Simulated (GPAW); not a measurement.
# A 7-layer slab of Mo(110): simulated STM images

What would a tunnelling microscope show on a 7-layer slab of Mo(110)?

Method: GPAW, PAW setups; slab in vacuum, relaxation, in the first sound run; inputs show where later runs differ, in GPAW 26.7.0.

Report form: the programs' logs are mostly left out.

### 1. Starting point

The cell holds 7 atoms: 7 Mo. Cell: a = 2.728 Å, b = 2.728 Å, c = 27.364 Å, α = 90.0°, β = 90.0°, γ = 70.5°. Vacuum lies along c.

Structure file:

```
Mo
1.0
     2.22739   -1.57500    0.00000
     2.22739    1.57500    0.00000
     0.00000    0.00000   27.36432
Mo
7
Cartesian
  0.0000 0.0000 7.0000
  2.2274 0.0000 9.2274
  0.0000 0.0000 11.4548
  2.2274 0.0000 13.6822
  0.0000 0.0000 15.9095
  2.2274 0.0000 18.1369
  0.0000 0.0000 20.3643
```

### 2. Relaxation

The atoms are relaxed first, since the surface dipole, and with it the work function, follows the positions of the outer layers. The lowest 3 atoms are held at bulk positions and keep their forces.

File run.py:

```python
import json
import numpy as np
from ase import Atoms
from ase.constraints import FixAtoms
from ase.optimize import BFGS
from gpaw import GPAW, PW

slab = Atoms(
    ['Mo', 'Mo', 'Mo', 'Mo', 'Mo', 'Mo', 'Mo'],
    positions=[
        [0.00000, 0.00000, 7.00000],
        [2.22739, 0.00000, 9.22739],
        [0.00000, 0.00000, 11.45477],
        [2.22739, 0.00000, 13.68216],
        [0.00000, 0.00000, 15.90955],
        [2.22739, 0.00000, 18.13693],
        [0.00000, 0.00000, 20.36432]],
    cell=[[2.22739, -1.575, 0.0], [2.22739, 1.575, 0.0], [0.0, 0.0, 27.36432]],
    pbc=[True, True, False])

slab.calc = GPAW(mode=PW(400), xc='PBE', kpts={'size': (12, 12, 1), 'gamma': True},
                 occupations={'name': 'fermi-dirac', 'width': 0.1}, nbands='160%',
                 convergence={'density': 1e-05}, maxiter=200,
                 poissonsolver={'dipolelayer': 'xy'},
                 symmetry={'tolerance': 1e-3, 'extra_ids': [1, 1, 1, 0, 0, 0, 0]}, txt='slab.txt')
result = {}
slab.set_constraint(FixAtoms([0, 1, 2]))
path = []
opt = BFGS(slab, maxstep=0.2)
opt.attach(lambda: path.append((slab.get_potential_energy(), slab.positions.tolist(), slab.get_forces().tolist())))
result['relaxed'] = bool(opt.run(fmax=0.03, steps=40))
result['path'] = path
energy = slab.get_potential_energy()
fermi = slab.calc.get_fermi_level()
v = slab.calc.get_electrostatic_potential().mean((0, 1)) - fermi
n = slab.calc.get_pseudo_density().mean((0, 1))
L = slab.cell[2, 2]
z = np.arange(len(v)) * L / len(v)
low, high = slab.positions[:, 2].min(), slab.positions[:, 2].max()
below, above = np.interp([low - 4.8, high + 4.8], z, v)
slopes = [np.interp(x, z, np.gradient(v, z)) for x in (low - 4.8, high + 4.8)]
eps = np.array([[slab.calc.get_eigenvalues(k, s) for k in range(len(slab.calc.get_ibz_k_points()))]
                for s in range(slab.calc.get_number_of_spins())]) - fermi
top, bottom = eps[eps < 0].max(), eps[eps > 0].min()
dipole = slab.get_dipole_moment()[2]
print(f'energy {energy:.4f} eV, Fermi level {fermi:.4f} eV, dipole {dipole:.5f} e A')
print(f'potential 4.8 A off the faces, from the Fermi level: lower {below:.4f} eV, upper {above:.4f} eV')
print(f'slope of the potential there: lower {slopes[0]:.5f}, upper {slopes[1]:.5f} eV/A')
print(f'nearest levels on the mesh: {top:.4f} and {bottom:.4f} eV')
print('magnetic moment', round(slab.get_magnetic_moment(), 3))
result.update(energy=energy, fermi=fermi, dipole=dipole, below=below, above=above, slopes=slopes, edges=[top, bottom],
              z=z.tolist(), v=v.tolist(), n=n.tolist(), positions=slab.positions.tolist(),
              forces=slab.get_forces(apply_constraint=False).tolist(), moments=slab.get_magnetic_moments().tolist())
json.dump(result, open('result.json', 'w'))
```

On the command line:

```bash
OMP_NUM_THREADS=1 OPENBLAS_NUM_THREADS=1 python run.py
```

Elapsed: 52 min, on 1 thread of Arm Neoverse V1, shared host; peak memory 0.4 GiB.

Step by step:

```tsv
step	energy less that of the first step (eV)	largest force (eV/Å)
1	0.0000	0.6530
2	-0.0098	0.5052
3	-0.0279	0.1918
4	-0.0284	0.1521
5	-0.0295	0.0662
6	-0.0298	0.0646
7	-0.0300	0.0490
8	-0.0300	0.0253
```

The atoms that moved most (Å):

```tsv
atom	dx	dy	dz	length
Mo7	0.000	0.000	-0.047	0.047
Mo6	0.000	0.000	0.043	0.043
Mo5	0.000	0.000	0.023	0.023
Mo4	0.000	0.000	0.008	0.008
```

Final coordinates:

```
Mo
1.0
     2.22739   -1.57500    0.00000
     2.22739    1.57500    0.00000
     0.00000    0.00000   27.36432
Mo
7
Direct
  0.00000 0.00000 0.25581
  0.50000 0.50000 0.33721
  0.00000 0.00000 0.41860
  0.50000 0.50000 0.50030
  0.00000 0.00000 0.58223
  0.50000 0.50000 0.66436
  0.00000 0.00000 0.74249
```

Numbers from this step:

```
dipole along the normal                    : 0.003760 e·Å
levels nearest the Fermi level on the mesh : -0.01538, 0.01017 eV from the Fermi level
upper work function                        : 4.537 eV
lower work function                        : 4.639 eV
```

The electrostatic potential energy of an electron (without an applied field's), less the Fermi level, planar mean oscillates, so the rows of the table below give means over windows of 2.24 Å about each position, cut where the curve ends. Its maxima inside the range that stand out by 2 % of the span (Å: eV): 8.1: -2.08, 10.4: -2.24, 12.6: -2.14, 14.9: -2.08, 17.1: -2.11, 19.2: -2.98. Its minima: 7.1: -27.9, 9.2: -28.5, 11.4: -28.5, 13.7: -28.5, 15.9: -28.5, 18.2: -28.6, 20.3: -28.1.

Table of electrostatic potential energy of an electron (without an applied field's), less the Fermi level, planar mean by z; means over each step:

```tsv
z (Å)	electrostatic potential energy of an electron (without an applied field's), less the Fermi level, planar mean (eV)
1.12	4.64
3.36	4.61
5.60	-1.10
7.84	-13.4
10.08	-13.6
12.32	-13.5
14.56	-13.4
16.80	-13.4
19.04	-14.6
21.28	-7.13
23.52	4.45
25.76	4.54
```

The pseudo valence density, planar mean oscillates, so the rows of the table below give means over windows of 2.14 Å about each position, cut where the curve ends. Its maxima inside the range that stand out by 2 % of the span (Å: e/Å³): 7.1: 1.97, 9.2: 1.98, 11.5: 1.91, 13.7: 1.99, 16.0: 1.89, 18.2: 1.99, 20.3: 2.00. Its minima: 8.1: 0.320, 10.3: 0.323, 12.6: 0.316, 14.8: 0.315, 17.1: 0.311, 19.2: 0.357.

Table of pseudo valence density, planar mean by z; means over each step:

z (Å), pseudo valence density, planar mean (e/Å³) and a bar:
```
     1.07       0.00 
     3.21       0.00 
     5.35       0.10 ###
     7.49       0.91 #############################
     9.63       0.91 ##############################
    11.77       0.91 ##############################
    13.91       0.92 ##############################
    16.05       0.92 ##############################
    18.19       0.92 ##############################
    20.33       0.90 #############################
    22.47       0.03 #
    24.61       0.00
```

The relaxation lowered the energy of the cell by 0.0300 eV (energies extrapolated to zero smearing; the optimiser's log prints free energies). The largest force left on a free atom is 0.025 eV/Å.

### 3. The slab's potential

With the geometry fixed, the planar mean of the potential gives the vacuum level on each side.

This step: GPAW, PAW setups; slab in vacuum (GPAW 26.7.0).

run.py, as its differences from that of step 2:

```diff
@@ -3,4 +3,3 @@
 from ase import Atoms
-from ase.constraints import FixAtoms
-from ase.optimize import BFGS
+from ase.dft.stm import STM
 from gpaw import GPAW, PW
@@ -11,8 +10,8 @@
         [0.00000, 0.00000, 7.00000],
-        [2.22739, 0.00000, 9.22739],
+        [2.22739, -0.00000, 9.22739],
         [0.00000, 0.00000, 11.45477],
-        [2.22739, 0.00000, 13.68216],
-        [0.00000, 0.00000, 15.90955],
-        [2.22739, 0.00000, 18.13693],
-        [0.00000, 0.00000, 20.36432]],
+        [2.22739, -0.00000, 13.69025],
+        [0.00000, -0.00000, 15.93219],
+        [2.22739, -0.00000, 18.17974],
+        [0.00000, 0.00000, 20.31763]],
     cell=[[2.22739, -1.575, 0.0], [2.22739, 1.575, 0.0], [0.0, 0.0, 27.36432]],
@@ -24,10 +23,4 @@
                  poissonsolver={'dipolelayer': 'xy'},
-                 symmetry={'tolerance': 1e-3, 'extra_ids': [1, 1, 1, 0, 0, 0, 0]}, txt='slab.txt')
+                 symmetry={'tolerance': 1e-3}, txt='slab.txt')
 result = {}
-slab.set_constraint(FixAtoms([0, 1, 2]))
-path = []
-opt = BFGS(slab, maxstep=0.2)
-opt.attach(lambda: path.append((slab.get_potential_energy(), slab.positions.tolist(), slab.get_forces().tolist())))
-result['relaxed'] = bool(opt.run(fmax=0.03, steps=40))
-result['path'] = path
 energy = slab.get_potential_energy()
@@ -53,2 +46,16 @@
               forces=slab.get_forces(apply_constraint=False).tolist(), moments=slab.get_magnetic_moments().tolist())
+
+# Images need the states of the whole zone, up to time reversal
+slab.calc = slab.calc.fixed_density(symmetry={'point_group': False}, txt='states.txt', nbands='220%',
+                                    convergence={'bands': 'CBM+0.8'})
+stm = STM(slab)
+result['stm'] = []
+for bias in [-0.5, 0.5]:
+    height = high + 4.0
+    current = stm.get_averaged_current(bias, height)
+    x, y, h = stm.scan(bias, current)
+    i, f = divmod(height / L * stm.ldos.shape[2], 1)
+    I = abs((1 - f) * stm.ldos[:, :, int(i)] + f * stm.ldos[:, :, int(i) + 1])
+    print(f'bias {bias} V: mean current at 4.0 A {current:.4e}, corrugation {np.ptp(h):.4f} A')
+    result['stm'].append(dict(bias=bias, current=current, h=(h - high).tolist(), I=I.tolist()))
 json.dump(result, open('result.json', 'w'))
```

Run time: 20 min. Hardware: 1 thread; peak memory 0.96 GiB.

Numbers from this step:

| Property | Result |
| --- | --- |
| dipole along the normal | 0.003914 e·Å |
| levels nearest the Fermi level on the mesh | -0.01540, 0.01021 eV from the Fermi level |
| upper work function | 4.538 eV |
| lower work function | 4.638 eV |
| corrugation -0.5 | 0.01803 Å |
| corrugation 0.5 | 0.02907 Å |

The electrostatic potential energy of an electron (without an applied field's), less the Fermi level, planar mean oscillates, so the rows of the table below give means over windows of 2.24 Å about each position, cut where the curve ends. Its maxima inside the range that stand out by 2 % of the span (Å: eV): 8.1: -2.08, 10.4: -2.24, 12.6: -2.14, 14.9: -2.08, 17.1: -2.11, 19.2: -2.98. Its minima: 7.1: -27.9, 9.2: -28.5, 11.4: -28.5, 13.7: -28.5, 15.9: -28.5, 18.2: -28.6, 20.3: -28.1.

The electrostatic potential energy of an electron (without an applied field's), less the Fermi level, planar mean by z; means over each step:

z (Å), electrostatic potential energy of an electron (without an applied field's), less the Fermi level, planar mean (eV) and a bar from the least value:
```
     1.12        4.6 ##############################
     3.36        4.6 ##############################
     5.60       -1.1 #####################
     7.84      -13.4 ##
    10.08      -13.6 ##
    12.32      -13.5 ##
    14.56      -13.4 ##
    16.80      -13.4 ##
    19.04      -14.6 
    21.28       -7.1 ############
    23.52        4.5 ##############################
    25.76        4.5 ##############################
```

The pseudo valence density, planar mean oscillates, so the rows of the table below give means over windows of 2.14 Å about each position, cut where the curve ends. Its maxima inside the range that stand out by 2 % of the span (Å: e/Å³): 7.1: 1.97, 9.2: 1.98, 11.5: 1.91, 13.7: 1.99, 16.0: 1.89, 18.2: 1.99, 20.3: 2.00. Its minima: 8.1: 0.320, 10.3: 0.323, 12.6: 0.316, 14.8: 0.315, 17.1: 0.311, 19.2: 0.357.

The pseudo valence density, planar mean by z; means over each step:

z (Å), pseudo valence density, planar mean (e/Å³) and a bar:
```
     1.07       0.00 
     3.21       0.00 
     5.35       0.10 ###
     7.49       0.91 #############################
     9.63       0.91 ##############################
    11.77       0.91 ##############################
    13.91       0.92 ##############################
    16.05       0.92 ##############################
    18.19       0.92 ##############################
    20.33       0.90 #############################
    22.47       0.03 #
    24.61       0.00
```

Tip height over the top atom over a1 and a2. Sample bias -0.5 V, constant current at the mean current 4.0 Å over the top atom.

Values in Å, 14 rows by 14 columns:
```
3.989 3.990 3.992 3.995 3.997 3.998 3.999 4.001 4.001 4.001 3.999 3.996 3.993 3.991
3.992 3.992 3.994 3.997 3.999 3.999 3.999 4.000 4.001 4.001 4.000 3.997 3.995 3.993
3.995 3.995 3.997 4.001 4.003 4.003 4.003 4.002 4.002 4.002 4.002 4.000 3.997 3.996
3.998 3.997 3.999 4.003 4.006 4.006 4.005 4.004 4.003 4.002 4.002 4.002 4.000 3.999
3.999 3.998 3.999 4.003 4.006 4.006 4.006 4.005 4.003 4.002 4.002 4.002 4.001 4.001
4.001 3.999 3.999 4.003 4.005 4.006 4.006 4.006 4.005 4.003 4.003 4.002 4.001 4.001
4.002 4.001 4.000 4.002 4.004 4.005 4.006 4.007 4.006 4.005 4.004 4.002 4.000 4.001
4.001 4.001 4.001 4.002 4.003 4.003 4.005 4.006 4.006 4.006 4.005 4.003 3.999 3.999
3.999 4.001 4.001 4.002 4.002 4.002 4.003 4.005 4.006 4.006 4.006 4.003 3.999 3.998
3.998 3.999 4.000 4.002 4.002 4.002 4.003 4.004 4.005 4.006 4.006 4.003 3.999 3.997
3.995 3.996 3.997 4.000 4.002 4.002 4.002 4.002 4.003 4.003 4.003 4.001 3.997 3.995
3.992 3.993 3.995 3.997 4.000 4.001 4.001 4.000 3.999 3.999 3.999 3.997 3.994 3.992
3.989 3.991 3.993 3.996 3.999 4.001 4.001 4.001 3.999 3.998 3.997 3.995 3.992 3.990
3.989 3.989 3.992 3.995 3.998 3.999 4.001 4.002 4.001 3.999 3.998 3.995 3.992 3.989
```
Columns: a1 from 0 to 0.929; rows upwards: a2 from 0 to 0.929.

Local density of states summed over the bias window over a1 and a2. Sample bias -0.5 V, constant height 4.0 Å over the top atom.

Ten even steps from '_' (2.24 × 1e-5 arbitrary) to '@' (2.34 × 1e-5 arbitrary):
```
____..--==++++******++==::..
....::==++++++********==--::
----==**##############**====
++==++##@@@@@@%%########**++
++++++##@@@@@@@@%%######****
**++++##@@@@@@@@@@%%####****
##****##%%@@@@@@@@@@%%##****
******####%%@@@@@@@@@@##++++
++****######%%@@@@@@@@##++++
++++**########%%@@@@@@##++==
--====**##############**==--
..::--==********++++++==::..
__..::==++******++++==--..__
____..--++++**##**++++--..__
```
Columns: a1 from 0 to 0.929; rows upwards: a2 from 0 to 0.929.

Tip height over the top atom over a1 and a2. Sample bias 0.5 V, constant current at the mean current 4.0 Å over the top atom.

Values in Å, 14 rows by 14 columns:
```
4.010 4.008 4.008 4.007 4.004 4.002 4.000 4.000 4.003 4.006 4.009 4.010 4.011 4.011
4.010 4.008 4.007 4.006 4.002 3.998 3.997 3.998 4.001 4.003 4.006 4.008 4.010 4.011
4.009 4.007 4.006 4.004 4.000 3.995 3.993 3.995 3.997 3.998 4.000 4.004 4.008 4.010
4.008 4.004 4.002 4.000 3.997 3.993 3.990 3.991 3.992 3.994 3.996 4.000 4.006 4.009
4.006 4.002 3.998 3.995 3.993 3.990 3.988 3.986 3.986 3.989 3.994 3.998 4.003 4.006
4.003 4.000 3.997 3.993 3.990 3.988 3.985 3.983 3.983 3.986 3.992 3.997 4.001 4.003
4.001 4.000 3.998 3.995 3.991 3.986 3.983 3.982 3.983 3.986 3.991 3.995 3.998 4.000
4.003 4.003 4.001 3.997 3.992 3.986 3.983 3.983 3.985 3.988 3.990 3.993 3.997 4.000
4.006 4.006 4.003 3.998 3.994 3.989 3.986 3.986 3.988 3.990 3.993 3.995 3.998 4.002
4.008 4.009 4.006 4.000 3.996 3.994 3.992 3.991 3.990 3.993 3.997 4.000 4.002 4.004
4.009 4.010 4.008 4.004 4.000 3.998 3.997 3.995 3.993 3.995 4.000 4.004 4.006 4.007
4.010 4.011 4.010 4.008 4.006 4.003 4.001 3.998 3.997 3.998 4.002 4.006 4.007 4.008
4.010 4.011 4.011 4.010 4.009 4.006 4.003 4.000 4.000 4.002 4.004 4.007 4.008 4.008
4.009 4.010 4.010 4.009 4.008 4.006 4.003 4.001 4.003 4.006 4.008 4.009 4.010 4.010
```
Columns: a1 from 0 to 0.929; rows upwards: a2 from 0 to 0.929.

Local density of states summed over the bias window over a1 and a2. Sample bias 0.5 V, constant height 4.0 Å over the top atom.

Values in units of 1e-5 arbitrary, 14 rows by 14 columns:
```
5.0 5.0 4.9 4.9 4.9 4.9 4.9 4.9 4.9 4.9 5.0 5.0 5.0 5.0
5.0 4.9 4.9 4.9 4.9 4.8 4.8 4.8 4.9 4.9 4.9 4.9 5.0 5.0
5.0 4.9 4.9 4.9 4.9 4.8 4.8 4.8 4.8 4.8 4.9 4.9 4.9 5.0
4.9 4.9 4.9 4.9 4.8 4.8 4.7 4.7 4.8 4.8 4.8 4.9 4.9 5.0
4.9 4.9 4.8 4.8 4.8 4.8 4.7 4.7 4.7 4.7 4.8 4.8 4.9 4.9
4.9 4.9 4.8 4.8 4.7 4.7 4.7 4.7 4.7 4.7 4.8 4.8 4.9 4.9
4.9 4.9 4.8 4.8 4.7 4.7 4.7 4.7 4.7 4.7 4.7 4.8 4.8 4.9
4.9 4.9 4.9 4.8 4.8 4.7 4.7 4.7 4.7 4.7 4.7 4.8 4.8 4.9
4.9 4.9 4.9 4.8 4.8 4.7 4.7 4.7 4.7 4.8 4.8 4.8 4.8 4.9
4.9 5.0 4.9 4.9 4.8 4.8 4.8 4.7 4.7 4.8 4.8 4.9 4.9 4.9
5.0 5.0 4.9 4.9 4.9 4.8 4.8 4.8 4.8 4.8 4.9 4.9 4.9 4.9
5.0 5.0 5.0 4.9 4.9 4.9 4.9 4.8 4.8 4.8 4.9 4.9 4.9 4.9
5.0 5.0 5.0 5.0 5.0 4.9 4.9 4.9 4.9 4.9 4.9 4.9 4.9 5.0
5.0 5.0 5.0 5.0 4.9 4.9 4.9 4.9 4.9 4.9 4.9 5.0 5.0 5.0
```
Columns: a1 from 0 to 0.929; rows upwards: a2 from 0 to 0.929.

Force by atom:

```tsv
atom	x (eV/Å)	y (eV/Å)	z (eV/Å)	size
Mo1	0.000	0.000	0.552	0.552
Mo2	0.000	0.000	-0.652	0.652
Mo3	0.000	0.000	0.064	0.064
Mo4	0.000	0.000	0.025	0.025
Mo5	0.000	0.000	-0.009	0.009
Mo6	0.000	0.000	0.003	0.003
Mo7	0.000	0.000	0.024	0.024
```

The potential is flat to 0.002 eV/Å where it is read, so the vacuum is wide enough.

### 4. A changed run

One more run, with changed settings.

run.py, as its differences from that of step 3:

```diff
@@ -3,3 +3,2 @@
 from ase import Atoms
-from ase.dft.stm import STM
 from gpaw import GPAW, PW
@@ -19,5 +18,5 @@
 
-slab.calc = GPAW(mode=PW(400), xc='PBE', kpts={'size': (12, 12, 1), 'gamma': True},
+slab.calc = GPAW(mode=PW(140), xc='PBE', kpts={'size': (12, 12, 1), 'gamma': True},
                  occupations={'name': 'fermi-dirac', 'width': 0.1}, nbands='160%',
-                 convergence={'density': 1e-05}, maxiter=200,
+                 convergence={'density': 1e-05}, maxiter=100,
                  poissonsolver={'dipolelayer': 'xy'},
@@ -46,16 +45,2 @@
               forces=slab.get_forces(apply_constraint=False).tolist(), moments=slab.get_magnetic_moments().tolist())
-
-# Images need the states of the whole zone, up to time reversal
-slab.calc = slab.calc.fixed_density(symmetry={'point_group': False}, txt='states.txt', nbands='220%',
-                                    convergence={'bands': 'CBM+0.8'})
-stm = STM(slab)
-result['stm'] = []
-for bias in [-0.5, 0.5]:
-    height = high + 4.0
-    current = stm.get_averaged_current(bias, height)
-    x, y, h = stm.scan(bias, current)
-    i, f = divmod(height / L * stm.ldos.shape[2], 1)
-    I = abs((1 - f) * stm.ldos[:, :, int(i)] + f * stm.ldos[:, :, int(i) + 1])
-    print(f'bias {bias} V: mean current at 4.0 A {current:.4e}, corrugation {np.ptp(h):.4f} A')
-    result['stm'].append(dict(bias=bias, current=current, h=(h - high).tolist(), I=I.tolist()))
 json.dump(result, open('result.json', 'w'))
```

It took 3.4 min on 1 thread; peak memory 0.19 GiB.

The run finished. A setting was moved off its sound value on purpose, so it serves as a test and not as the result.

The fault put into the input: a cutoff far too low (ecut = 140).

The two runs compared:

```tsv
quantity	this run	sound run	difference
dipole along the normal (e·Å)	0.0036834	0.0039135	-2.3e-4
upper work function (eV)	4.5843	4.5375	0.0468
lower work function (eV)	4.6922	4.6384	0.0538
```

The two runs differ clearly in the lower work function: 4.69 eV against 4.64 eV.

### 5. Results

| Property | Result |
| --- | --- |
| work function, upper and lower face | 4.538 and 4.638 eV |
| dipole along the normal | 0.00391 e Å |
| corrugation at -0.5 V | 0.0180 Å |
| corrugation at 0.5 V | 0.0291 Å |

What this shows: In GPAW's constant-current maps the tip height varies by under 0.05 Å at every bias shown (0.029 Å at most), which is near the numerical ripple of the maps: an s-wave tip would see an almost flat surface. Negative sample bias images filled states, positive bias empty ones. The two faces differ by 0.10 eV, the step that the slab's dipole makes (e p/(ε0 A) gives 0.10 eV), so the dipole layer is needed. The lowest atoms were held at bulk positions, which alone makes the faces unlike. The measured value for this face is 4.95 eV (as compiled in "Anisotropic work function of elemental crystals", 2019, arxiv:1902.07811); the relaxed upper face lies 0.41 eV under it with PBE. Measured work functions scatter by a tenth of an eV or more between methods. The images are of Tersoff-Hamann type: an s-wave tip, no tip-sample forces, heights closer than in a microscope. The in-plane lattice was kept as typed, which isn't the functional's own and leaves some strain; spin-orbit coupling and temperature are left out.

[Logs are printed without paths, hosts, clocks, repeated set-up lines and the standing remarks that a program may print on its own settings, such as how far it seeks lower states.]

[Hosts, paths, dates, database ids (printed as entryN), source tags and the programs' standing remarks are cut or masked in the printed files.]
